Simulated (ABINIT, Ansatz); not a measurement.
# Rb2LiAlF6 (Fm-3m): G0W0 on several meshes in ABINIT, part 2 of 2

How does the mesh move the gap of Rb2LiAlF6 (Fm-3m)?

ABINIT 10.8.3; PBEsol and many-body steps on it, plane waves. Known limits of the many-body steps: not at the basis limit; no spin-orbit coupling; coarse k mesh.

So far. Step 4 (2×2×2): The gap on the mesh goes from 7.11 eV to 10.91 eV, a correction of +3.81 eV. Step 5 (Empty states on the mesh, 4×4×4 mesh, 137 bands): On this mesh the gap is 7.106 eV.

## Step 7: 4×4×4

This step: G0W0 on PBEsol, plane waves, norm-conserving pseudopotentials.

Contents of run.abi:

```
acell 3*1.0 Angstrom
rprim 
  0.000000000000 4.113943000000 4.113943000000
  4.113943000000 0.000000000000 4.113943000000
  4.113943000000 4.113943000000 -0.000000000000
ntypat 4
znucl 37 3 13 9
natom 10
typat 1 1 2 3 4 4 4 4 4 4
xred 
  0.750000000000 0.750000000000 0.750000000000
  0.250000000000 0.250000000000 0.250000000000
  0.500000000000 0.500000000000 0.500000000000
  0.000000000000 0.000000000000 0.000000000000
  0.774175000000 0.225825000000 0.225825000000
  0.225825000000 0.225825000000 0.774175000000
  0.225825000000 0.774175000000 0.774175000000
  0.225825000000 0.774175000000 0.225825000000
  0.774175000000 0.225825000000 0.774175000000
  0.774175000000 0.774175000000 0.225825000000
pp_dirpath "pseudos"
pseudos "Rb.upf, Li.upf, Al.upf, F.upf"
ecut 36
ngkpt 4 4 4
nshiftk 1
shiftk 0 0 0
kptopt 1
chksymbreak 0
istwfk *1
occopt 1
irdwfk 1
optdriver 4
nband 125
gwcalctyp 0
ecutsigx 36
symsigma 1
nkptgw 1
kptgw 
  0.0000000000 0.0000000000 0.0000000000
bdgw 
  31 37
ecuteps 4.2
irdscr 1
ppmodel 1
indata_prefix "in"
outdata_prefix "out"
tmpdata_prefix "tmp"
```

Command:

```console
$ OMP_NUM_THREADS=1 mpirun -n 4 abinit run.abi > log
```

Numbers of over 12 decimals in the logs are rounded to 6 here.

Log:

```text
.Version 10.8.3 of ABINIT. v10.8.2 released Aug 2026.

 Symmetries : space group Fm -3 m (#225); Bravais cF (face-center cubic)
[... echo of the input left out ...]
== DATASET  1 ==================================================================
-   mpi_nproc: 4, omp_nthreads: 1 (-1 if OMP is not activated)

--- !DatasetInfo
iteration_state: {dtset: 1, }
dimensions: {natom: 10, nkpt: 8, mband: 125, nsppol: 1, nspinor: 1, nspden: 1, mpw: 9756, }
cutoff_energies: {ecut:  36.0, pawecutdg:  -1.0, }
electrons: {nelect:   6.60000000E+01, charge:   0.00000000E+00, occopt:   1.00000000E+00, tsmear:   1.00000000E-02, }

 SIGMA: Calculation of the GW corrections

 Based on a program developped by R.W. Godby, V. Olevano, G. Onida, and L. Reining.
 Incorporated in ABINIT by V. Olevano, G.-M. Rignanese, and M. Torrent.
.Using double precision arithmetic ; gwpc =  8

[... cell and pseudopotentials left out ...]
--------------------------------------------------------------------------------

 ==== K-mesh for the wavefunctions ====
 Number of points in the irreducible wedge :     8
[... list of points left out ...]
 Together with 48 symmetry operations and time-reversal symmetry
 yields    64 points in the full Brillouin Zone.

 ==== Q-mesh for screening function ====
 Number of points in the irreducible wedge :     8
[... list of points left out ...]
 Together with 48 symmetry operations and time-reversal symmetry
 yields    64 points in the full Brillouin Zone.

 vcoul_init : cutoff-mode = AUXILIARY_FUNCTION
 q-points for optical limit:   1
     1)      0.000010    0.000020    0.000030
 setmesh: FFT mesh size selected  =    60x   60x   60
          total number of points  =       216000

 Number of electrons calculated from density =   66.0000; Expected =   66.0000
[...]
number of q-points in BZ                           64
 number of frequencies for dSigma/dE                 9
 frequency step for dSigma/dE [eV]                0.25
 number of omega for Sigma on real axis              0
 max omega for Sigma on real axis  [eV]           0.00
 zcut for avoiding poles [eV]                     0.10

 EPSILON^-1 parameters (SCR file):
 dimension of the eps^-1 matrix on file            387
 dimension of the eps^-1 matrix used               387
 number of plane-waves for wavefunctions          9721
 number of bands                                   125
 number of q-points in IBZ                           8
 number of frequencies                               2
 number of real frequencies                          1
 number of imag frequencies                          1

 matrix elements of self-energy operator (all in [eV])

 Perturbative Calculation

--- !SelfEnergy_ee
iteration_state: {dtset: 1, }
kpoint     : [   0.000,    0.000,    0.000, ]
spin       : 1
KS_gap     :    7.106
QP_gap     :   11.054
Delta_QP_KS:    3.948
data: !SigmaeeData |
     Band     E0 <VxcDFT>   SigX SigC(E0)      Z dSigC/dE  Sig(E)    E-E0       E
       31  -0.981 -22.663 -30.634   5.255   0.816  -0.225 -24.880  -2.217  -3.198
       32  -0.981 -22.663 -30.634   5.255   0.816  -0.225 -24.880  -2.217  -3.198
       33  -0.981 -22.663 -30.634   5.255   0.816  -0.225 -24.880  -2.217  -3.198
       34   6.125 -10.245  -5.638  -2.669   0.893  -0.119  -8.514   1.731   7.856
       35   8.752  -9.686  -4.725  -2.639   0.895  -0.117  -7.608   2.078  10.830
       36   8.752  -9.686  -4.725  -2.639   0.895  -0.117  -7.608   2.078  10.830
       37   8.752  -9.686  -4.725  -2.639   0.895  -0.117  -7.608   2.078  10.830

== END DATASET(S) ==============================================================
================================================================================

 -outvars: echo values of variables after computation  --------
           etotal      0.0000000000E+00
            nband         125
             nkpt           8
          spgroup         225
 [... the other variables as echoed above ...]

 Calculation completed.
```

Elapsed: 20 s, on 4 MPI ranks of Arm Neoverse V1, shared host; peak memory 2.3 GiB.

This step gave:

```yaml
g0w0_gap_on_the_points_computed: 11.05 eV
starting_gap_on_the_mesh: 7.106 eV
k_of_the_valence_top: 0, 0, 0
k_of_the_conduction_bottom: 0, 0, 0
z_at_the_valence_top: 0.816
z_at_the_conduction_bottom: 0.893
least_direct_g0w0_gap_on_the_computed_points: 11.05 eV
```

Against G0W0 in ABINIT (2×2×2 mesh, 125 bands, screening to 114.3 eV, Godby-Needs plasmon pole), the gap moves by +0.143 eV.

## Step 8: The runs together

Times are wall times on 4 MPI ranks of Arm Neoverse V1, shared host, good to a factor of about two. A run's time includes the screening step that it read.

```csv
run,mesh,bands,screening cutoff (eV),DFT gap (eV),gap on the mesh (eV),direct (eV),ε∞ used,time
2×2×2,2×2×2,125,114.3,7.106,10.911,10.911,2.08,48 s
4×4×4,4×4×4,125,114.3,7.106,11.054,11.054,2.06,4.4 min
```

## Step 9: What came out

```json
{"2×2×2": "10.911 eV", "4×4×4": "11.054 eV", "known limits": "not at the basis limit; no spin-orbit coupling; coarse k mesh"}
```

In words: 4×4×4: +0.143 eV against 2×2×2. Bands and cutoff are finite, so the gap is not at the basis limit. The miss can reach some tenths of an eV and take either sign; the mesh is an error of its own. In the G0W0 runs levels were corrected at 1 k point alone, so a gap called «on the mesh» is the least over those, and an edge elsewhere would be missed. The 2×2×2 mesh is coarse for this cell, which bears on the long-range parts of exchange and screening. The many-body steps are scalar-relativistic: spin-orbit coupling is not in them.

[Paths, hosts, dates, memory and timing lines, banners, echoed tables and standing remarks are left out of the program output.]

[Logs are printed without paths, hosts, clocks, repeated set-up lines and the standing remarks that a program may print on its own settings, such as how far it seeks lower states.]

[Runs of the session that timed out or met a known fault of the program may be left out.]

[Hosts, paths, dates, database ids (printed as entryN), source tags and the programs' standing remarks are cut or masked in the printed files.]

[G0W0 gaps are taken among the corrected bands and points alone; a level outside them can change the order at an edge.]

[Where Ansatz stands beside ABINIT at settings called matched, ABINIT's density can come from a denser mesh and the files from another edition; pairs whose starting gaps differed by over 0.03 eV were left out, so agreement reads better than it is.]
